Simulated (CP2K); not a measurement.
Two runs for the C K edge of cyclopropane. Run A: CP2K XAS_TDP, all-electron GAPW, PBEh(45%), aug-cc-pVDZ, TDA, no relativity. Run B differs in one setting.

First lines with a strength over 0.0015. A:

```
                               atom  energy (eV)  states  strength, one atom
C1 (bonded to 2 C and 2 H), 3 alike       283.95       1              0.0054
                                          284.25       1              0.0156
                                          284.79       2              0.0037
                                          285.28       1              0.0386
                                          285.88       1              0.0046
```

B:

```
                               atom  energy (eV)  states  strength, one atom
C1 (bonded to 2 C and 2 H), 3 alike       289.97       1              0.0053
                                          290.26       1              0.0153
                                          290.80       2              0.0037
                                          291.29       1              0.0378
                                          291.89       1              0.0045
```

Q: Which was it: the basis, GW2X switched on, the functional, scalar relativity switched on?

GW2X switched on. GW2X shifts an atom's lines together and keeps their spacings. Against PBEh(45%) in aug-cc-pVDZ, the leading line moves by +6.01 eV, to 290.26 eV.

[Banner, clock and machine lines of the logs are left out without a mark of their own.]

[Logs are printed without paths, hosts, clocks, repeated set-up lines and the standing remarks that a program may print on its own settings, such as how far it seeks lower states.]

[Hosts, paths, dates, database ids (printed as entryN), source tags and the programs' standing remarks are cut or masked in the printed files.]
